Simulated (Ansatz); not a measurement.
## SiPb (model cell, started as zinc blende): converging a phonon calculation

Wanted: convergence of the phonons of SiPb (model cell, started as zinc blende) against cost.

Main program and level: Ansatz 0.2.0; DFT PBEsol, scalar-relativistic, plane waves, PAW.

Most raw output is cut from this account.

The structure was built from a prototype and need not be the compound's stable phase.

## Step 1: The structure

Symmetry: F-43m, No. 216, cubic system. The conventional cell has a = 6.187 Å, b = 6.187 Å, c = 6.187 Å, α = 90.00°, β = 90.00°, γ = 90.00°. Pb has 4 Si at 2.68 Å nearest. Nearest to Si lie 4 Pb at 2.68 Å. Farther neighbours are not listed.

## Step 2: Tight relaxation

Phonons need a cell at rest on their own settings, so the relaxation is repeated with tight tolerances on forces and stress on the k mesh and occupations of the first response run.

Contents of input.yaml:

```yaml
crystal:
  lattice:
    - [0.0, 3.0937247481, 3.0937247481]
    - [3.0937247481, 0.0, 3.0937247481]
    - [3.0937247481, 3.0937247481, 0.0]
  atoms:
    - { symbol: Pb, position: [0.0, 0.0, 0.0] }
    - { symbol: Si, position: [0.25, 0.25, 0.25] }
kpoints:
  mp_grid: { grid: [12, 12, 12] }
hamiltonian:
  xc: pbesol
scf:
  occupations: { method: methfessel_paxton, width: 0.2 }
output:
  forces: true
  stress: true
  eigenvalues: true
relax:
  adjacent_minimum: "off"
  f_tol: 0.001
  max_steps: 60
  cell: { stress_tol: 0.01 }
```

On the command line:

```sh
$ ansatz run input.yaml --threads 8 --pin off --max-ram 14336MiB --backend cpu --events-out ev --progress --plain --runs-dir out
```

It took 0.8 s on 8 threads of AMD EPYC 9R45, shared host; peak memory 0.53 GiB.

Little changed from the start: no atom moved by 0.005 Å and no cell edge by 0.1 %.

This step gave:

```
pressure          : -0.009177 GPa
volume per atom   : 29.61 Å³
gap on the k-mesh : 0 eV
```

The forces vanish by symmetry and the pressure is -0.009 GPa, within the tolerances set. The cell now holds 29.61 Å³/atom.

## Step 3: Phonons on a q mesh

Stability and thermal properties need the whole zone. Linear response on a 4×4×4 q mesh gives force constants as far as a supercell of that size would.

input.yaml, the sections that differ from step 2:

```yaml
output:
  eigenvalues: true
phonons:
  method: dfpt
  qmesh: [4, 4, 4]
  temperatures: { t_max: 1000, t_step: 50 }
  qpath:
    path:
      - [[0.0, 0.0, 0.0], [-0.5, -0.5, 0.0], [-0.375, -0.375, 0.25]]
      - [[-0.375, 0.0, 0.375], [0.0, 0.0, 0.0], [0.0, 0.0, 0.5], [-0.5, -0.25, 0.25], [-0.5, -0.5, 0.0]]
    npoints: 10
# crystal, kpoints, hamiltonian, scf: as in step 2
# relax: removed
```

It took 50 s on 8 threads; peak memory 3 GiB.

This step gave:

```
sum-rule residual before enforcement                       : 3.14e-5 eV/Å²
lowest frequency on the path                               : 0 cm⁻¹
point group                                                : -43m
highest frequency on the path or at a solved wavevector    : 309.4 cm⁻¹
mean frequency                                             : 175.3 cm⁻¹
Debye temperature (second moment)                          : 390 K
logarithmic mean frequency                                 : 127 cm⁻¹
highest optical mode at the zone centre (no LO-TO term)    : 281.2 cm⁻¹
lowest optical zone-centre mode                            : 281.2 cm⁻¹
lowest mode on the q mesh (acoustic modes at Γ apart)      : 29.71 cm⁻¹
zero-point energy per atom                                 : 32.59 meV
heat capacity at 300 K                                     : 23.01 J/(mol atoms K)
vibrational entropy at 300 K                               : 38.32 J/(mol atoms K)
edges of the widest gap between branches, on path and mesh : 117.1, 271 cm⁻¹
```

Frequencies (cm⁻¹) solved at each irreducible wavevector; negative means imaginary. Frequencies by wavevector, by row:

| q in reciprocal lattice units | star | mode 1 | mode 2 | mode 3 | mode 4 | mode 5 | mode 6 |
| --- | --- | --- | --- | --- | --- | --- | --- |
| 0 0 0 | 1 | 0 | 0 | 0 | 281.2 | 281.2 | 281.2 |
| 0 0 0.25 | 8 | 29.7 | 29.7 | 78.6 | 287.5 | 287.5 | 294 |
| 0 0 -0.5 | 4 | 34 | 34 | 109.1 | 289.8 | 289.8 | 301.2 |
| 0 0.25 0.25 | 6 | 38.7 | 38.7 | 81.9 | 285.3 | 285.3 | 302.8 |
| 0 0.25 -0.5 | 24 | 40.6 | 55.7 | 101.2 | 278.8 | 287 | 302.7 |
| 0 0.25 -0.25 | 12 | 40.4 | 56.5 | 92.6 | 277 | 288 | 300.2 |
| 0 -0.5 -0.5 | 3 | 38.1 | 38.1 | 117.1 | 286.5 | 286.5 | 309.4 |
| 0.25 -0.5 -0.25 | 6 | 52.4 | 59.1 | 101.5 | 272.3 | 285.1 | 301.5 |

Interpolated from a 4×4×4 q mesh. The phonon branches at the labelled points (cm⁻¹):

| point | branch 1 | branch 2 | branch 3 | branch 4 | branch 5 | branch 6 |
| --- | --- | --- | --- | --- | --- | --- |
| Γ | 0 | 0 | 0 | 281 | 281 | 281 |
| halfway | 39 | 39 | 82 | 285 | 285 | 303 |
| X | 38 | 38 | 117 | 286 | 286 | 309 |
| halfway | 40 | 44 | 114 | 282 | 287 | 307 |
| U | 44 | 53 | 106 | 274 | 287 | 304 |
| jump to K | 44 | 53 | 106 | 274 | 287 | 304 |
| halfway | 33 | 51 | 81 | 284 | 289 | 296 |
| Γ | 0 | 0 | 0 | 281 | 281 | 281 |
| halfway | 30 | 30 | 79 | 288 | 288 | 294 |
| L | 34 | 34 | 109 | 290 | 290 | 301 |
| halfway | 44 | 53 | 101 | 277 | 288 | 301 |
| W | 52 | 59 | 102 | 272 | 285 | 302 |
| halfway | 45 | 48 | 110 | 280 | 286 | 305 |
| X | 38 | 38 | 117 | 286 | 286 | 309 |

Symmetry leaves 8 wavevectors to solve. The lowest mode among them, the acoustic zeros apart, lies at q = (0, 0, 0.25) and is real, 29.7 cm⁻¹.

## Step 4: Another q mesh, q mesh 2×2×2

The q mesh is changed to 2×2×2, to see how far the force constants must reach.

Edit input.yaml of step 3 so:

```diff
@@ -18,3 +18,3 @@
   method: dfpt
-  qmesh: [4, 4, 4]
+  qmesh: [2, 2, 2]
   temperatures: { t_max: 1000, t_step: 50 }
```

Elapsed: 8.8 s, on 8 threads; peak memory 1.2 GiB; 61 s of CPU time.

This step gave:

* mean frequency: 176.5 cm⁻¹
* Debye temperature (second moment): 394 K
* logarithmic mean frequency: 125.1 cm⁻¹
* lowest mode on the q mesh (acoustic modes at Γ apart): 33.95 cm⁻¹
* zero-point energy per atom: 32.81 meV
* heat capacity at 300 K: 22.98 J/(mol atoms K)
* vibrational entropy at 300 K: 38.72 J/(mol atoms K)
* edges of the widest gap between branches, on path and mesh: 117.1, 281.2 cm⁻¹

Frequencies (cm⁻¹) solved at each irreducible wavevector; negative means imaginary. Frequencies by wavevector, by row:

| q in reciprocal lattice units | star | mode 1 | mode 2 | mode 3 | mode 4 | mode 5 | mode 6 |
| --- | --- | --- | --- | --- | --- | --- | --- |
| 0 0 0 | 1 | 0 | 0 | 0 | 281.2 | 281.2 | 281.2 |
| 0 0 -0.5 | 4 | 34 | 34 | 109.1 | 289.8 | 289.8 | 301.2 |
| 0 -0.5 -0.5 | 3 | 38.1 | 38.1 | 117.1 | 286.5 | 286.5 | 309.4 |

Interpolated from a 2×2×2 q mesh, rough between the solved points. The phonon branches at the labelled points (cm⁻¹):

| point | branch 1 | branch 2 | branch 3 | branch 4 | branch 5 | branch 6 |
| --- | --- | --- | --- | --- | --- | --- |
| Γ | 0 | 0 | 0 | 281 | 281 | 281 |
| halfway | 26 | 26 | 83 | 285 | 285 | 297 |
| X | 38 | 38 | 117 | 286 | 286 | 309 |
| halfway | 38 | 50 | 115 | 287 | 287 | 308 |
| U | 38 | 68 | 109 | 288 | 290 | 305 |
| jump to K | 38 | 68 | 109 | 288 | 290 | 305 |
| halfway | 28 | 45 | 81 | 287 | 287 | 295 |
| Γ | 0 | 0 | 0 | 281 | 281 | 281 |
| halfway | 24 | 24 | 74 | 286 | 286 | 292 |
| L | 34 | 34 | 109 | 290 | 290 | 301 |
| halfway | 39 | 62 | 106 | 289 | 292 | 301 |
| W | 55 | 66 | 107 | 287 | 293 | 303 |
| halfway | 48 | 52 | 113 | 287 | 289 | 307 |
| X | 38 | 38 | 117 | 286 | 286 | 309 |

The mean frequency is 176.5 cm⁻¹, +1.2 cm⁻¹ against the base run.

The highest branch reaches 309 cm⁻¹ on this path, at X. No branch goes imaginary on this path.

## Step 5: Another q mesh, q mesh 3×3×3

The q mesh is changed to 3×3×3, to see how far the force constants must reach.

Edit input.yaml of step 4 so:

```diff
@@ -18,3 +18,3 @@
   method: dfpt
-  qmesh: [2, 2, 2]
+  qmesh: [3, 3, 3]
   temperatures: { t_max: 1000, t_step: 50 }
```

Run time: 23 s. Hardware: 8 threads; peak memory 1.9 GiB; 2.7 min of CPU time.

Frequencies (cm⁻¹) solved at each irreducible wavevector; negative means imaginary. Frequencies by wavevector, by row:

| q in reciprocal lattice units | star | mode 1 | mode 2 | mode 3 | mode 4 | mode 5 | mode 6 |
| --- | --- | --- | --- | --- | --- | --- | --- |
| 0 0 0 | 1 | 0 | 0 | 0 | 281.2 | 281.2 | 281.2 |
| 0 0 0.3333 | 8 | 32.6 | 32.6 | 95.6 | 289.2 | 289.2 | 298 |
| 0 0.3333 0.3333 | 6 | 39.9 | 39.9 | 101 | 285.5 | 285.5 | 306.3 |
| 0 0.3333 -0.3333 | 12 | 42.1 | 59.9 | 102.4 | 275.6 | 287.2 | 302.9 |

The mean frequency is 175.5 cm⁻¹, +0.2 cm⁻¹ against the base run.

## Step 6: Another q mesh, q mesh 6×6×6

The q mesh is changed to 6×6×6, to see how far the force constants must reach.

Edit input.yaml of step 5 so:

```diff
@@ -18,3 +18,3 @@
   method: dfpt
-  qmesh: [3, 3, 3]
+  qmesh: [6, 6, 6]
   temperatures: { t_max: 1000, t_step: 50 }
```

Run time: 2.5 min. Hardware: 8 threads; peak memory 3 GiB; 19 min of CPU time.

Frequencies (cm⁻¹) solved at each irreducible wavevector; negative means imaginary. Frequencies by wavevector, by row:

| q in reciprocal lattice units | star | mode 1 | mode 2 | mode 3 | mode 4 | mode 5 | mode 6 |
| --- | --- | --- | --- | --- | --- | --- | --- |
| 0 0 0 | 1 | 0 | 0 | 0 | 281.2 | 281.2 | 281.2 |
| 0 0 0.1667 | 8 | 23.7 | 23.7 | 55.5 | 284.9 | 284.9 | 288.7 |
| 0 0 0.3333 | 8 | 32.6 | 32.6 | 95.6 | 289.2 | 289.2 | 298 |
| 0 0 -0.5 | 4 | 34 | 34 | 109.1 | 289.8 | 289.8 | 301.2 |
| 0 0.1667 0.1667 | 6 | 32.4 | 32.4 | 57.2 | 286.7 | 286.7 | 296.8 |
| 0 0.1667 0.3333 | 24 | 37.8 | 45.8 | 84.9 | 283.4 | 286.8 | 300 |
| 0 0.1667 -0.5 | 24 | 39.2 | 51.7 | 100.8 | 280.8 | 288.3 | 301.5 |
| 0 0.1667 -0.3333 | 24 | 39.1 | 51.7 | 96.5 | 279.7 | 288.6 | 300.4 |
| 0 0.1667 -0.1667 | 12 | 33.1 | 45.8 | 74.3 | 281.3 | 288 | 295.1 |
| 0 0.3333 0.3333 | 6 | 39.9 | 39.9 | 101 | 285.5 | 285.5 | 306.3 |
| 0 0.3333 -0.5 | 24 | 40.1 | 51.3 | 107.2 | 280.9 | 286.6 | 304.6 |
| 0 0.3333 -0.3333 | 12 | 42.1 | 59.9 | 102.4 | 275.6 | 287.2 | 302.9 |
| 0 -0.5 -0.5 | 3 | 38.1 | 38.1 | 117.1 | 286.5 | 286.5 | 309.4 |
| 0.1667 0.3333 -0.5 | 24 | 47 | 53.2 | 95.3 | 277.6 | 285.9 | 301.1 |
| 0.1667 0.3333 -0.3333 | 24 | 48.9 | 58.2 | 100 | 274.3 | 285.9 | 301.5 |
| 0.1667 -0.5 -0.3333 | 12 | 49.5 | 54.2 | 105.4 | 275.9 | 285.5 | 302.5 |

The mean frequency is 175.3 cm⁻¹, +0.0 cm⁻¹ against the base run.

## Step 7: Comparing the runs

Times are for 8 threads of AMD EPYC 9R45, shared host. The runs compared:

| no. | q mesh | k-mesh | mean frequency (cm⁻¹) | zero-point energy per atom (meV) | lowest frequency on the path (cm⁻¹) | time | memory (GiB) |
| --- | --- | --- | --- | --- | --- | --- | --- |
| 1 | 2×2×2 | 12×12×12 | 176.5 | 32.81 | 0 | 8.8 s | 1.2 |
| 2 | 3×3×3 | 12×12×12 | 175.5 | 32.63 | 0 | 23 s | 1.9 |
| 3 | 6×6×6 | 12×12×12 | 175.3 | 32.59 | 0 | 2.5 min | 3.0 |

The runs together. Table of phonon density of states by wavenumber; read off at these points; values in 1/cm⁻¹/cell:

| wavenumber (cm⁻¹) | 2×2×2, 12×12×12 | 3×3×3, 12×12×12 | 6×6×6, 12×12×12 |
| --- | --- | --- | --- |
| 2 | 1.6e-4 | 3.0e-5 | 4.0e-5 |
| 18 | 0.00901 | 0.00224 | 0.00246 |
| 32 | 0.0625 | 0.0404 | 0.0266 |
| 38 | 0.0864 | 0.0941 | 0.0658 |
| 48 | 0.0350 | 0.0472 | 0.0727 |
| 62 | 0.0295 | 0.00317 | 0.00291 |
| 78 | 0.00568 | 0.00527 | 0.00634 |
| 92 | 0.0133 | 0.0152 | 0.0203 |
| 108 | 0.0659 | 0.0302 | 0.0185 |
| 122 | 0 | 0 | 0 |
| 138 | 0 | 0 | 0 |
| 152 | 0 | 0 | 0 |
| 162 | 0 | 0 | 0 |
| 178 | 0 | 0 | 0 |
| 192 | 0 | 0 | 0 |
| 208 | 0 | 0 | 0 |
| 222 | 0 | 0 | 0 |
| 238 | 0 | 0 | 0 |
| 252 | 0 | 0 | 0 |
| 268 | 0 | 0 | 0 |
| 282 | 0.0328 | 0.120 | 0.0808 |
| 288 | 0.296 | 0.228 | 0.228 |
| 298 | 0.0488 | 0.0457 | 0.0369 |
| 302 | 0.103 | 0.113 | 0.136 |
| 312 | 0 | - | 0 |

The runs together, line C_V. Table of C_V by temperature; values in J/mol-atom/K:

| temperature (K) | 2×2×2, 12×12×12 | 3×3×3, 12×12×12 | 6×6×6, 12×12×12 |
| --- | --- | --- | --- |
| 0 | 0 | 0 | 0 |
| 50 | 9.73 | 9.79 | 9.78 |
| 100 | 15.0 | 15.0 | 15.1 |
| 150 | 18.8 | 18.8 | 18.9 |
| 200 | 21.0 | 21.0 | 21.0 |
| 250 | 22.2 | 22.3 | 22.3 |
| 300 | 23.0 | 23.0 | 23.0 |
| 350 | 23.5 | 23.5 | 23.5 |
| 400 | 23.8 | 23.8 | 23.8 |
| 450 | 24.0 | 24.0 | 24.0 |
| 500 | 24.2 | 24.2 | 24.2 |
| 550 | 24.3 | 24.3 | 24.3 |
| 600 | 24.4 | 24.4 | 24.4 |
| 650 | 24.5 | 24.5 | 24.5 |
| 700 | 24.6 | 24.6 | 24.6 |
| 750 | 24.6 | 24.6 | 24.6 |
| 800 | 24.6 | 24.6 | 24.6 |
| 850 | 24.7 | 24.7 | 24.7 |
| 900 | 24.7 | 24.7 | 24.7 |
| 950 | 24.7 | 24.7 | 24.7 |
| 1000 | 24.7 | 24.8 | 24.8 |

## Step 8: Another k mesh, k-mesh 4×4×4, q mesh 2×2×2

The k mesh is changed to 4×4×4 on a small fixed q mesh, to find the coarsest that serves.

Edit input.yaml of step 6 so:

```diff
@@ -9,3 +9,3 @@
 kpoints:
-  mp_grid: { grid: [12, 12, 12] }
+  mp_grid: { grid: [4, 4, 4] }
 hamiltonian:
@@ -18,3 +18,3 @@
   method: dfpt
-  qmesh: [6, 6, 6]
+  qmesh: [2, 2, 2]
   temperatures: { t_max: 1000, t_step: 50 }
```

Run time: 1.5 s. Hardware: 8 threads; peak memory 0.57 GiB.

The run finished; it serves as a test, and its numbers are not taken as the result.

## Step 9: Another k mesh, k-mesh 6×6×6, q mesh 2×2×2

The k mesh is changed to 6×6×6 on a small fixed q mesh, to find the coarsest that serves.

Edit input.yaml of step 8 so:

```diff
@@ -9,3 +9,3 @@
 kpoints:
-  mp_grid: { grid: [4, 4, 4] }
+  mp_grid: { grid: [6, 6, 6] }
 hamiltonian:
```

Wall time 2.3 s (8 threads); peak memory 0.61 GiB; 14 s of CPU time.

The run finished; it serves as a test, and its numbers are not taken as the result.

## Step 10: Another k mesh, k-mesh 8×8×8, q mesh 2×2×2

The k mesh is changed to 8×8×8 on a small fixed q mesh, to find the coarsest that serves.

Edit input.yaml of step 9 so:

```diff
@@ -9,3 +9,3 @@
 kpoints:
-  mp_grid: { grid: [6, 6, 6] }
+  mp_grid: { grid: [8, 8, 8] }
 hamiltonian:
```

The job ended after 3.6 s (8 threads; peak memory 0.76 GiB; 23 s of CPU time).

Frequencies (cm⁻¹) solved at each irreducible wavevector; negative means imaginary. Frequencies by wavevector, by row:

| q in reciprocal lattice units | star | mode 1 | mode 2 | mode 3 | mode 4 | mode 5 | mode 6 |
| --- | --- | --- | --- | --- | --- | --- | --- |
| 0 0 0 | 1 | 0 | 0 | 0 | 262.7 | 262.7 | 262.7 |
| 0 0 -0.5 | 4 | 33.4 | 33.4 | 107.6 | 287.9 | 287.9 | 297.9 |
| 0 -0.5 -0.5 | 3 | 38.1 | 38.1 | 116.7 | 286.8 | 286.8 | 308.2 |

The highest optical mode at the zone centre (no LO-TO term) is 262.7 cm⁻¹, -18.5 cm⁻¹ against the base run.

## Step 11: Another k mesh, q mesh 2×2×2

The k mesh is changed to 12×12×12 on a small fixed q mesh, to find the coarsest that serves.

Edit input.yaml of step 10 so:

```diff
@@ -9,3 +9,3 @@
 kpoints:
-  mp_grid: { grid: [8, 8, 8] }
+  mp_grid: { grid: [12, 12, 12] }
 hamiltonian:
```

Run time: 8.7 s. Hardware: 8 threads; peak memory 1.2 GiB.

The highest optical mode at the zone centre (no LO-TO term) is 281.2 cm⁻¹, +0.0 cm⁻¹ against the base run.

## Step 12: Another k mesh, k-mesh 18×18×18, q mesh 2×2×2

The k mesh is changed to 18×18×18 on a small fixed q mesh, to find the coarsest that serves.

Edit input.yaml of step 11 so:

```diff
@@ -9,3 +9,3 @@
 kpoints:
-  mp_grid: { grid: [12, 12, 12] }
+  mp_grid: { grid: [18, 18, 18] }
 hamiltonian:
```

Run time: 25 s. Hardware: 8 threads; peak memory 2.8 GiB; 3 min of CPU time.

Frequencies (cm⁻¹) solved at each irreducible wavevector; negative means imaginary. Frequencies by wavevector, by row:

| q in reciprocal lattice units | star | mode 1 | mode 2 | mode 3 | mode 4 | mode 5 | mode 6 |
| --- | --- | --- | --- | --- | --- | --- | --- |
| 0 0 0 | 1 | 0 | 0 | 0 | 284.6 | 284.6 | 284.6 |
| 0 0 -0.5 | 4 | 34 | 34 | 110.4 | 290.3 | 290.3 | 303.5 |
| 0 -0.5 -0.5 | 3 | 38.1 | 38.1 | 117.3 | 286.4 | 286.4 | 309.9 |

The highest optical mode at the zone centre (no LO-TO term) is 284.6 cm⁻¹, +3.4 cm⁻¹ against the base run.

## Step 13: Comparing the runs

Times are for 8 threads of AMD EPYC 9R45, shared host. Results by setting:

| no. | k-mesh | lowest mode on the q mesh (acoustic modes at Γ apart) (cm⁻¹) | highest frequency on the path or at a solved wavevector (cm⁻¹) | time | memory (GiB) |
| --- | --- | --- | --- | --- | --- |
| 1 | 8×8×8 | 33.35 | 308.2 | 3.6 s | 0.76 |
| 2 | 12×12×12 | 33.95 | 309.4 | 8.7 s | 1.2 |
| 3 | 18×18×18 | 34.05 | 310 | 25 s | 2.8 |

The runs together. Table of phonon density of states by wavenumber; read off at these points; values in 1/cm⁻¹/cell:

| wavenumber (cm⁻¹) | 8×8×8 | 12×12×12 | 18×18×18 |
| --- | --- | --- | --- |
| 2 | 2.1e-4 | 1.6e-4 | 1.5e-4 |
| 18 | 0.0102 | 0.00901 | 0.00878 |
| 32 | 0.0583 | 0.0625 | 0.0639 |
| 38 | 0.0826 | 0.0864 | 0.0852 |
| 48 | 0.0364 | 0.0350 | 0.0343 |
| 62 | 0.0297 | 0.0295 | 0.0284 |
| 78 | 0.00607 | 0.00568 | 0.00545 |
| 88 | 0.0102 | 0.00966 | 0.00926 |
| 102 | 0.0478 | 0.0418 | 0.0370 |
| 108 | 0.0559 | 0.0659 | 0.0731 |
| 118 | 0.00133 | 0.00187 | 0.00214 |
| 132 | 0 | 0 | 0 |
| 148 | 0 | 0 | 0 |
| 162 | 0 | 0 | 0 |
| 178 | 0 | 0 | 0 |
| 192 | 0 | 0 | 0 |
| 208 | 0 | 0 | 0 |
| 222 | 0 | 0 | 0 |
| 232 | 0 | 0 | 0 |
| 248 | 0 | 0 | 0 |
| 262 | 0.00203 | 0 | 0 |
| 278 | 0.0416 | 0 | 0 |
| 288 | 0.234 | 0.296 | 0.293 |
| 292 | 0.0659 | 0.0979 | 0.122 |
| 308 | 0.0124 | 0.0217 | 0.0286 |

[end of part 1 of 2]

[Logs are printed without paths, hosts, clocks, repeated set-up lines and the standing remarks that a program may print on its own settings, such as how far it seeks lower states.]

[Hosts, paths, dates, database ids (printed as entryN), source tags and the programs' standing remarks are cut or masked in the printed files.]
